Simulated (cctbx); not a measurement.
**Lattice, Laue class and space group of a new crystal**

Cell: a = 9.3710 Å, b = 4.1330 Å, c = 21.1380 Å, α = 90.00°, β = 90.00°, γ = 90.00°. Expected content of the cell: Ba4 Sn8 Mo4 V16.

Simulated single-crystal data (cctbx): Mo Kα, λ = 0.71073 Å, to d = 0.75 Å, 95 % of the full sphere, strongest reflection 5000 counts, noise from counting, a 3 % proportional error and a noise floor of 4 counts (s.d.); no absorption, some extinction.

A first pass over the reflections prints:

```text
7775 reflections to d = 0.751 A
centring   violations  <I/sigma> of those
    A       1765 of  3888      4.9
    B       1709 of  3913      4.7
    C       1714 of  3905      4.6
    I       1704 of  3900      4.9
    R       2373 of  5174      4.9
    F       2594 of  5853      4.8
Laue class    unique    Rint  (classes that these axes allow; Friedel mates merged)
P -1             4076   0.064
P 1 2/m 1        2322   0.077
P 1 1 2/m        2113   0.078
P 2/m 1 1        2172   0.079
P m m m          1260   0.084
space group    extra absences  I>4sigma  <I/sigma>
P 2 2 2                 0          0         -  acentric
P 2 2 21               25          0      -0.2  acentric
P 21 2 2               10          0      -0.6  acentric
P 2 21 2                6          0       0.0  acentric
P 21 21 2              16          0      -0.3  acentric
P 2 21 21              31          0      -0.1  acentric
P 21 2 21              35          0      -0.3  acentric
P 21 21 21             41          0      -0.2  acentric
P m m 2                 0          0         -  acentric
P 2 m m                 0          0         -  acentric
P m 2 m                 0          0         -  acentric
P 21 m a              104          0      -0.1  acentric
P m 2 a               104          0      -0.1  acentric
P n m 21              232          0       0.0  acentric
P n 21 m              232          0       0.0  acentric
P n 21 a              336          0      -0.0  acentric
P m m m                 0          0         -  centric
P m m a               104          0      -0.1  centric
P n m m :1            232          0       0.0  centric
P n m m :2            232          0       0.0  centric
P n m a               336          0      -0.0  centric
Wilson B = 1.26 A^2   <|E^2-1|> = 0.894 (0.968 centric, 0.736 acentric)   E^2>4: 3.6 %
shell (A)         n   <I/sigma>
21.15 - 1.50    188     16.4
 1.50 - 1.19    163     14.1
 1.19 - 1.04    146     13.0
 1.04 - 0.95    160     10.2
 0.95 - 0.88    152      9.8
 0.88 - 0.83    142      9.5
 0.83 - 0.78    153      8.4
 0.78 - 0.75    156      6.9
```

Q: Read the symmetry from these tables.

Every centring test has many violations, so the lattice is primitive.

Rint stays low (0.064 to 0.084) up to P m m m, the highest class in these axes.

21 settings pass the absence test. The most absences obeyed, 336, belong to P n 21 a and P n m a, which absences can't tell apart.

⟨|E²−1|⟩ = 0.894 leans to a centrosymmetric structure. The Wilson B of 1.26 Å² means U ≈ 0.0160 Å².

The true group is Pnma (no. 62), Laue class mmm, centrosymmetric. The tables only narrow the choice to the tied entries; cell content, site symmetry and trial solutions must settle it.

The model is made up (kin elements in a known structure type, no relaxation), so it says nothing on whether the phase exists.

[Logs are printed without paths, hosts, clocks, repeated set-up lines and the standing remarks that a program may print on its own settings, such as how far it seeks lower states.]
